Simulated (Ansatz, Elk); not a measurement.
## How far do independent atoms describe Ca3RuS4?

The structure of Ca3RuS4 used here is made up (a known structure type with other elements) and was relaxed beforehand with PBE. The aim is the Fourier transform of its all-electron density, F(hkl), set beside the sum over free spherical atoms that refinements use.

Method: DFT, PBE, all-electron APW+lo, Dirac cores, scalar-relativistic bands, static density, no spin, in Elk 11.2.3 (patched build).

The structure was built from a prototype and need not be the compound's stable phase.

## (1) The starting structure

It takes space group Pmmm (No. 47, orthorhombic). Conventional cell: a = 3.895 Å, b = 5.537 Å, c = 7.613 Å, α = 90.00°, β = 90.00°, γ = 90.00°. Nearest to Ru lie 6 S at 2.51 to 2.77 Å. Nearest to Ca lie 6 S at 2.67 to 2.78 Å. Nearest to Ca lie 6 S at 2.77 to 2.96 Å. S has 2 Ru at 2.51 Å and 4 Ca at 2.78 to 2.96 Å nearest. Nearest to S lie 4 Ca at 2.67 Å and 2 Ru at 2.77 Å. S has 6 Ca at 2.77 to 2.78 Å nearest. Farther neighbours and most contacts between anions are not listed.

Coordinates:

```cif
data_structure
_symmetry_space_group_name_H-M 'Pmmm'
_symmetry_Int_Tables_number 47
_cell_length_a 3.8955
_cell_length_b 5.5365
_cell_length_c 7.6132
_cell_angle_alpha 90.000
_cell_angle_beta 90.000
_cell_angle_gamma 90.000
_cell_volume 164.20
loop_
_atom_site_label
_atom_site_type_symbol
_atom_site_symmetry_multiplicity
_atom_site_Wyckoff_symbol
_atom_site_fract_x
_atom_site_fract_y
_atom_site_fract_z
_atom_site_occupancy
Ru1 Ru 1 e 0.00000 0.50000 0.00000 1
Ca1 Ca 2 s 0.50000 0.00000 0.75993 1
Ca2 Ca 1 g 0.00000 0.50000 0.50000 1
S1 S 2 t 0.50000 0.50000 0.20727 1
S2 S 1 a 0.00000 0.00000 0.00000 1
S3 S 1 c 0.00000 0.00000 0.50000 1
```

## (2) Ground state and structure factors

An all-electron density is needed, since X-rays see the cores too. Task 0 finds the density and task 195 Fourier-transforms it; tshift is off so that phases refer to the origin typed.

elk.in

```
tasks
  0
  195

xctype
  20

spinpol
  .false.

rgkmax
  7.0

gmaxvr
  14.0

lmaxo
  7

lmaxapw
  8

swidth
  0.002

tshift
  .false.

ramdisk
  .false.

hmaxvr
  5.5

maxscl
  120

epspot
  1e-06

sppath
  './'

avec
  7.36140431271 -0.00000000000 -0.00000000000
  -0.00000000000 10.46251522886 0.00000000000
  -0.00000000000 0.00000000000 14.38689371093

atoms
  3
  'Ru.in'
  1
  -0.0000000000 0.5000000000 -0.0000000000   0.000000 0.000000 0.000000
  'Ca.in'
  3
  0.5000000000 -0.0000000000 0.7599311918   0.000000 0.000000 0.000000
  0.0000000000 0.5000000000 0.5000000000   0.000000 0.000000 0.000000
  0.5000000000 -0.0000000000 0.2400688082   0.000000 0.000000 0.000000
  'S.in'
  4
  0.5000000000 0.5000000000 0.2072715853   0.000000 0.000000 0.000000
  0.0000000000 0.0000000000 -0.0000000000   0.000000 0.000000 0.000000
  0.5000000000 0.5000000000 0.7927284147   0.000000 0.000000 0.000000
  -0.0000000000 0.0000000000 0.5000000000   0.000000 0.000000 0.000000

ngridk
  6 4 3
```

Run with:

```bash
$ OMP_NUM_THREADS=4 elk
```

Numbers of over 12 decimals in the logs are rounded to 6 here.

Output:

```text
┌─────────────────────────┐
│ Elk code version 11.2.3 │
└─────────────────────────┘

All units are atomic (Hartree, Bohr, etc.)

┌─────────────────────────────────────────────────┐
│ Ground-state run starting from atomic densities │
└─────────────────────────────────────────────────┘

Lattice vectors :
   7.361404313      -0.000000000      -0.000000000
  -0.000000000       10.46251523       0.000000000
  -0.000000000       0.000000000       14.38689371

Reciprocal lattice vectors :
  0.8535307993       0.000000000       0.000000000
   0.000000000      0.6005425244       0.000000000
   0.000000000       0.000000000      0.4367298065

Unit cell volume      :    1108.061357
Brillouin zone volume :   0.2238596372

Muffin-tin inner radius fraction :   0.1000000000E-01

Nuclei treated as point charges

Species : 1 (Ru)
 parameters loaded from : Ru.in
 name : ruthenium
 nuclear charge    :   -44.00000000
 electronic charge :    44.00000000
 atomic mass :    184239.3393
 muffin-tin radius :    2.538831069
 number of radial points in muffin-tin :   1193
 inner part over the whole radius :   0.9899307285E-02
 number on inner part of muffin-tin    :    848
 approximate nuclear radius :   0.8462081736E-04
 number of mesh points to nuclear radius :    422
 atomic positions (lattice), magnetic fields (Cartesian) :
  1 :   0.00000000  0.50000000  0.00000000    0.00000000  0.00000000  0.00000000

Species : 2 (Ca)
 parameters loaded from : Ca.in
 name : calcium
 nuclear charge    :   -20.00000000
 electronic charge :    20.00000000
 atomic mass :    73057.72475
 muffin-tin radius :    2.400000000
 number of radial points in muffin-tin :    993
 inner part over the whole radius :   0.9970789793E-02
 number on inner part of muffin-tin    :    698
 approximate nuclear radius :   0.6614485811E-04
 number of mesh points to nuclear radius :    321
 atomic positions (lattice), magnetic fields (Cartesian) :
  1 :   0.50000000  0.00000000 -0.24006881    0.00000000  0.00000000  0.00000000
  2 :   0.00000000  0.50000000  0.50000000    0.00000000  0.00000000  0.00000000
  3 :   0.50000000  0.00000000  0.24006881    0.00000000  0.00000000  0.00000000

Species : 3 (S)
 parameters loaded from : S.in
 name : sulphur
 nuclear charge    :   -16.00000000
 electronic charge :    16.00000000
 atomic mass :    58450.91931
 muffin-tin radius :    2.148241674
 number of radial points in muffin-tin :    793
 inner part over the whole radius :   0.9961869774E-02
 number on inner part of muffin-tin    :    554
 approximate nuclear radius :   0.6195814986E-04
 number of mesh points to nuclear radius :    251
 atomic positions (lattice), magnetic fields (Cartesian) :
  1 :   0.50000000  0.50000000  0.20727159    0.00000000  0.00000000  0.00000000
  2 :   0.00000000  0.00000000  0.00000000    0.00000000  0.00000000  0.00000000
  3 :   0.50000000  0.50000000 -0.20727159    0.00000000  0.00000000  0.00000000
  4 :   0.00000000  0.00000000  0.50000000    0.00000000  0.00000000  0.00000000

Total number of atoms per unit cell :    8
Total muffin-tin volume :    408.3756097
 ratio of muffin-tin to unit cell volume :   0.3685496358

Spin treatment :
 spin-unpolarised

Number of Bravais lattice symmetries :    8
Number of crystal symmetries         :    8
Crystal has inversion symmetry
Real symmetric eigensolver will be used

k-point grid :      6     4     3
k-point offset :    0.000000000       0.000000000       0.000000000
k-point set is reduced with full crystal symmetry group
Total number of k-points :       24

Muffin-tin radius times maximum |G+k| :    7.000000000
 using average radius
Maximum |G+k| for APW functions       :    3.054801319
Maximum (1/2)|G+k|²                   :    4.665905551
Maximum |G| for potential and density :    14.00000000
Constant for pseudocharge density :    9
 order of it for each species :   16  16  16
 order of it for pair densities of each species (exact exchange by exxq0 0: 17) :   12  11   8
Radial integration step length :    1

[...]
exchange                    :     -337.61458515602
 correlation                 :     -7.317578
 electron entropic           :    -0.10823883251851E-02
 total energy                :     -8171.8565298773

Density of states at Fermi energy :    80.51254968
 (states/Hartree/unit cell)

Estimated indirect band gap :   0.1931276605E-03
 from k-point 4 to k-point 16
Estimated direct band gap   :   0.1006501064E-01
 at k-point 13

Charges :
 core                        :    98.00000000
 valence                     :    70.00000000
 interstitial                :    13.17811017
 muffin-tins (core leakage)
  species : 1 (Ru)
[...]
species : 2 (Ca)
[...]
species : 3 (S)
[...]
total in muffin-tins        :    154.8218898
 total calculated charge     :    167.9996137
 total charge                :    168.0000000
 error                       :   0.3863458891E-03

RMS change in Kohn-Sham potential (target) :   0.4140115994     (  0.1000000000E-05)
Absolute change in total energy (target)   :   0.4335683991     (  0.1000000000E-03)

[... loops 3 to 15 left out ...]

┌──────────────────┐
│ Loop number : 16 │
└──────────────────┘

Energies :
 Fermi                       :     0.221169
 sum of occupied eigenvalues :     -4782.7456010872
 electron kinetic            :      8375.9410054493
 core electron kinetic       :      8057.6051656144
 Coulomb                     :     -16200.982204033
 Coulomb potential           :     -12710.715219870
 nuclear-nuclear             :     -1005.3271329401
 electron-nuclear            :     -17704.270968010
 Hartree                     :      2508.6158969174
 Madelung                    :     -9845.6245940977
 xc potential                :     -447.97138666628
 exchange                    :     -337.88418957331
 correlation                 :     -7.327388
 electron entropic           :    -0.16144661060125E-02
 total energy                :     -8170.2543908538

Density of states at Fermi energy :    122.8138866
 (states/Hartree/unit cell)

Estimated indirect band gap :   0.4485849579E-03
 from k-point 17 to k-point 10
Estimated direct band gap   :   0.7073358500E-02
 at k-point 13

Charges :
 core                        :    98.00000000
 valence                     :    70.00000000
 interstitial                :    13.01675123
 muffin-tins (core leakage)
  species : 1 (Ru)
[...]
species : 2 (Ca)
[...]
species : 3 (S)
[...]
total in muffin-tins        :    154.9832488
 total calculated charge     :    167.9996510
 total charge                :    168.0000000
 error                       :   0.3489898604E-03

RMS change in Kohn-Sham potential (target) :   0.9232604958E-06 (  0.1000000000E-05)
Absolute change in total energy (target)   :   0.5001895079E-04 (  0.1000000000E-03)

Convergence targets achieved

┌──────────────────┐
│ Loop number : 17 │
└──────────────────┘

Energies :
 Fermi                       :     0.221169
 sum of occupied eigenvalues :     -4782.7455584976
 electron kinetic            :      8375.9410378593
 core electron kinetic       :      8057.6051925771
 Coulomb                     :     -16200.982183483
 Coulomb potential           :     -12710.715231115
 nuclear-nuclear             :     -1005.3271329401
 electron-nuclear            :     -17704.270913788
 Hartree                     :      2508.6158632451
 Madelung                    :     -9845.6245679256
 xc potential                :     -447.97136524188
 exchange                    :     -337.88418816973
 correlation                 :     -7.327388
 electron entropic           :    -0.16144634690963E-02
 total energy                :     -8170.2543365926

Density of states at Fermi energy :    122.8136702
 (states/Hartree/unit cell)

Estimated indirect band gap :   0.4485610190E-03
 from k-point 17 to k-point 10
Estimated direct band gap   :   0.7073423166E-02
 at k-point 13

Charges :
 core                        :    98.00000000
 valence                     :    70.00000000
 interstitial                :    13.01675134
 muffin-tins (core leakage)
  species : 1 (Ru)
[...]
species : 2 (Ca)
[...]
species : 3 (S)
[...]
atom 2                    :    14.42698179     (  0.9976578643E-04)
   atom 3                    :    14.40313089     (  0.9893445079E-04)
   atom 4                    :    14.46603655     (  0.1005005606E-03)
 total in muffin-tins        :    154.9832487
 total calculated charge     :    167.9996510
 total charge                :    168.0000000
 error                       :   0.3489908405E-03

┌──────────────────────────────┐
│ Self-consistent loop stopped │
└──────────────────────────────┘

Warning : core states of species 3 leak from the muffin-tin :   0.1005005606E-03

Wrote STATE.OUT
```

Elapsed: 59 s, on 4 threads of Intel Xeon Platinum 8375C at 2.90GHz (Ice Lake), shared host; peak memory 0.29 GiB; 2.6 min of CPU time.

SFACRHO.OUT:

```text

h k l indices transformed by vhmat matrix:
   1.000000000       0.000000000       0.000000000    
   0.000000000       1.000000000       0.000000000    
   0.000000000       0.000000000       1.000000000    

      h      k      l  multipl.   |H|            Re(F)            Im(F)           |F|

      0      0      0      1   0.0000000       168.00000     -0.17629175E-15   168.00000    
      0      0      1      2  0.43672981       34.247886      0.71597885E-14   34.247886    
      0      1      0      2  0.60054252      -23.205507      0.45255814E-13   23.205507    
      0     -1     -1      4  0.74255252      -28.356858     -0.70973772E-14   28.356858    
     -1      0      0      2  0.85353080       22.631982     -0.71250478E-14   22.631982    
      0      0      2      2  0.87345961       26.515380     -0.16125960E-13   26.515380    
      1      0      1      4  0.95877409       13.327505      0.51700324E-14   13.327505    
     -1      1      0      4   1.0436312      -34.081604      0.17754462E-13   34.081604    
      0      1     -2      4   1.0599920      -37.279292      0.21812673E-13   37.279292    
     -1      1      1      8   1.1313262      -17.035500      0.12775497E-14   17.035500    
      0      2      0      2   1.2010850       128.04868     -0.82676159E-13   128.04868    
      1      0     -2      4   1.2212479       123.80760     -0.70987055E-14   123.80760    
      0      2     -1      4   1.2780212       28.675217     -0.30085373E-13   28.675217    
      0      0     -3      2   1.3101894      -1.0734362     -0.56930424E-14   1.0734362    
      1     -1      2      8   1.3609180      -17.547154     -0.20750991E-13   17.547154    
      0     -1      3      4   1.4412660      -9.8764379     -0.13601607E-13   9.8764379    
     -1      2      0      4   1.4734721       20.061741     -0.36531786E-13   20.061741    
      0      2      2      4   1.4851050       23.195602     -0.62971215E-13   23.195602
```

Elk indexes on the primitive cell of elk.in and gives |H| = 4π sin θ/λ in inverse bohr. Below, one row stands for each form hkl of the conventional cell (m members, Friedel mates merged), F is for one primitive cell and the density is static (no thermal factor). Free-atom factors are Waasmaier and Kirfel's, and R is Σm||F|−|F'||/Σm|F|.

```tsv
hkl	m	sin θ/λ (Å⁻¹)	abs F, DFT	neutral atoms	diff.
001	2	0.066	34.248	34.230	+0.018
010	2	0.090	23.206	23.602	-0.397
011	4	0.112	28.357	28.422	-0.065
100	2	0.128	22.632	22.816	-0.184
002	2	0.131	26.515	26.702	-0.187
101	4	0.144	13.328	13.642	-0.315
110	4	0.157	34.082	34.660	-0.579
012	4	0.159	37.279	37.827	-0.547
111	8	0.170	17.035	17.202	-0.166
020	2	0.181	128.049	127.316	+0.733
102	4	0.184	123.808	123.053	+0.755
021	4	0.192	28.675	28.828	-0.153
003	2	0.197	1.073	0.622	+0.451
112	8	0.205	17.547	17.777	-0.230
013	4	0.217	9.876	10.055	-0.178
120	4	0.222	20.062	20.166	-0.104
022	4	0.223	23.196	23.290	-0.094
121	8	0.231	12.646	12.738	-0.091
103	4	0.235	39.098	39.538	-0.440
113	8	0.252	28.532	28.799	-0.267
200	2	0.257	109.371	109.538	-0.167
122	8	0.258	106.245	106.406	-0.161
```

## (3) The highest occupied states alone

An energy window below the Fermi level keeps the highest occupied states, to see at which angles they scatter; shallow core shells can lie inside it and anion s states outside. No new self-consistency is needed.

Edit elk.in of step 2 so:

```diff
@@ -1,3 +1,2 @@
 tasks
-  0
   195
@@ -40,2 +39,5 @@
 
+wsfac
+  -0.330070 0.521170
+
 sppath
```

Run with:

```bash
$ OMP_NUM_THREADS=4 elk
```

Output:

```text
┌─────────────────────────────────┐
│ Elk code version 11.2.3 started │
└─────────────────────────────────┘

Info(readinput): the functional depends on the density's gradient
 muffin-tin radial points multiplied by    2.00000
 (not where nrmtscf is given)

┌────────────────────┐
│ Current task : 195 │
└────────────────────┘
Info(checkmt): changed muffin-tin radius of species 1 (Ru) from   2.6000 to   2.5388
Info(checkmt): changed muffin-tin radius of species 3 (S) from   2.2000 to   2.1482

Info(sfacrho): density structure factors written to SFACRHO.OUT

 Energy window :  -0.3300700000      0.5211700000

┌──────────────────┐
│ Elk code stopped │
└──────────────────┘
```

Run time: 17 s. Hardware: 4 threads; peak memory 0.21 GiB; 20 s of CPU time.

States within 15 eV below the Fermi level hold 38.00 electrons; any levels below the window count with the cores. Their amplitudes can exceed the total, where window and core parts have opposite phase:

```tsv
hkl	sin θ/λ (Å⁻¹)	abs F, window	abs F, all
001	0.066	8.742	34.248
010	0.090	5.098	23.206
011	0.112	7.126	28.357
100	0.128	4.450	22.632
002	0.131	5.335	26.515
101	0.144	2.353	13.328
110	0.157	7.357	34.082
012	0.159	6.407	37.279
111	0.170	2.178	17.035
020	0.181	12.492	128.049
```

## (4) Another functional

The difference from free atoms is small, so it is set against the change that PBEsol makes.

Edit elk.in of step 3 so:

```diff
@@ -1,2 +1,3 @@
 tasks
+  0
   195
@@ -4,3 +5,3 @@
 xctype
-  20
+  22
 
@@ -39,5 +40,2 @@
 
-wsfac
-  -0.330070 0.521170
-
 sppath
```

Run with:

```bash
$ OMP_NUM_THREADS=4 elk
```

Output:

```text
┌─────────────────────────┐
│ Elk code version 11.2.3 │
└─────────────────────────┘

All units are atomic (Hartree, Bohr, etc.)

┌─────────────────────────────────────────────────┐
│ Ground-state run starting from atomic densities │
└─────────────────────────────────────────────────┘

Lattice vectors :
   7.361404313      -0.000000000      -0.000000000
  -0.000000000       10.46251523       0.000000000
  -0.000000000       0.000000000       14.38689371

Reciprocal lattice vectors :
  0.8535307993       0.000000000       0.000000000
[...]
species : 1 (Ru)
[...]
species : 2 (Ca)
[...]
species : 3 (S)
[...]
atom 3                    :    14.37676986     (  0.9963825350E-04)
   atom 4                    :    14.43877767     (  0.1011913875E-03)
 total in muffin-tins        :    154.8836786
 total calculated charge     :    167.9996498
 total charge                :    168.0000000
 error                       :   0.3502141216E-03

┌──────────────────────────────┐
│ Self-consistent loop stopped │
└──────────────────────────────┘

Warning : core states of species 3 leak from the muffin-tin :   0.1011913875E-03

Wrote STATE.OUT
[key lines of the parts left out:]
total energy                :     -8162.9092285697
```

Run time: 52 s. Hardware: 4 threads; peak memory 0.29 GiB.

Against the first run R = 0.03 %; the largest change is -0.114 at 020.

## (5) Basis size

The basis and the expansions that go with it are enlarged, to see whether the differences are converged.

Edit elk.in of step 4 so:

```diff
@@ -5,3 +5,3 @@
 xctype
-  22
+  20
 
@@ -11,12 +11,12 @@
 rgkmax
-  7.0
+  8.5
 
 gmaxvr
-  14.0
+  18.0
 
 lmaxo
-  7
+  9
 
 lmaxapw
-  8
+  10
```

Run with:

```bash
$ OMP_NUM_THREADS=4 elk
```

Output:

```text
┌─────────────────────────┐
│ Elk code version 11.2.3 │
└─────────────────────────┘

All units are atomic (Hartree, Bohr, etc.)

┌─────────────────────────────────────────────────┐
│ Ground-state run starting from atomic densities │
└─────────────────────────────────────────────────┘

Lattice vectors :
   7.361404313      -0.000000000      -0.000000000
  -0.000000000       10.46251523       0.000000000
  -0.000000000       0.000000000       14.38689371

Reciprocal lattice vectors :
  0.8535307993       0.000000000       0.000000000
[...]
species : 1 (Ru)
[...]
species : 2 (Ca)
[...]
species : 3 (S)
[...]
atom 3                    :    14.40713673     (  0.9901621091E-04)
   atom 4                    :    14.47008789     (  0.1005784241E-03)
 total in muffin-tins        :    154.9989293
 total calculated charge     :    167.9995157
 total charge                :    168.0000000
 error                       :   0.4842822575E-03

┌──────────────────────────────┐
│ Self-consistent loop stopped │
└──────────────────────────────┘

Warning : core states of species 3 leak from the muffin-tin :   0.1005784241E-03

Wrote STATE.OUT
[key lines of the parts left out:]
total energy                :     -8170.2666102647
```

Elapsed: 2.5 min, on 4 threads; peak memory 0.61 GiB; 7 min of CPU time.

Against the first run R = 0.01 %; the largest change is +0.013 at 040.

## (6) Settings against the effect

```tsv
run	R against the first run (%)	R against neutral atoms, low angle (%)	wall time
PBE, rgkmax 7	0.00	0.73	59 s
PBEsol	0.03	0.72	52 s
rgkmax 8.5 with larger expansions	0.01	0.72	2.5 min
```

## (7) Summary of results

- R against neutral atoms, sin θ/λ < 0.3 Å⁻¹: 0.73 %
- R against neutral atoms, 0.3 to 0.53 Å⁻¹: 0.52 %

In words: Independent neutral atoms miss the calculated amplitudes by R = 0.73 % below 0.3 Å⁻¹ and 0.52 % from there to 0.53 Å⁻¹; by shells, 0.81 % below 0.15 Å⁻¹ (6 forms), 0.72 % 0.15 to 0.3 (28 forms), 0.44 % 0.3 to 0.45 (61 forms), 0.64 % above 0.45 (54 forms). Bonding, aspherical density and the tables' own atoms all enter these figures, and the runs don't part them. The largest change of an amplitude is +0.76 electrons, at 102. Weak lines can change much in proportion: 003 goes from 0.62 to 1.07. The window's part falls from 38.0 electrons at the origin to at most 0.67 between 0.45 and 0.53 Å⁻¹. Below 0.3 Å⁻¹ the changes that finished (PBEsol and rgkmax 8.5 with larger expansions) move F by R = 0.05 % at most, against the 0.73 % that separates it from free atoms. The k-mesh has no finished test. These runs have no spin, though d or f shells may be open. Part of the difference isn't bonding: the tables are fits to free atoms and ions calculated by other methods than this functional. Thermal motion, anomalous dispersion and extinction are left out.

[Logs are printed without paths, hosts, clocks, repeated set-up lines and the standing remarks that a program may print on its own settings, such as how far it seeks lower states.]

[Hosts, paths, dates, database ids (printed as entryN), source tags and the programs' standing remarks are cut or masked in the printed files.]
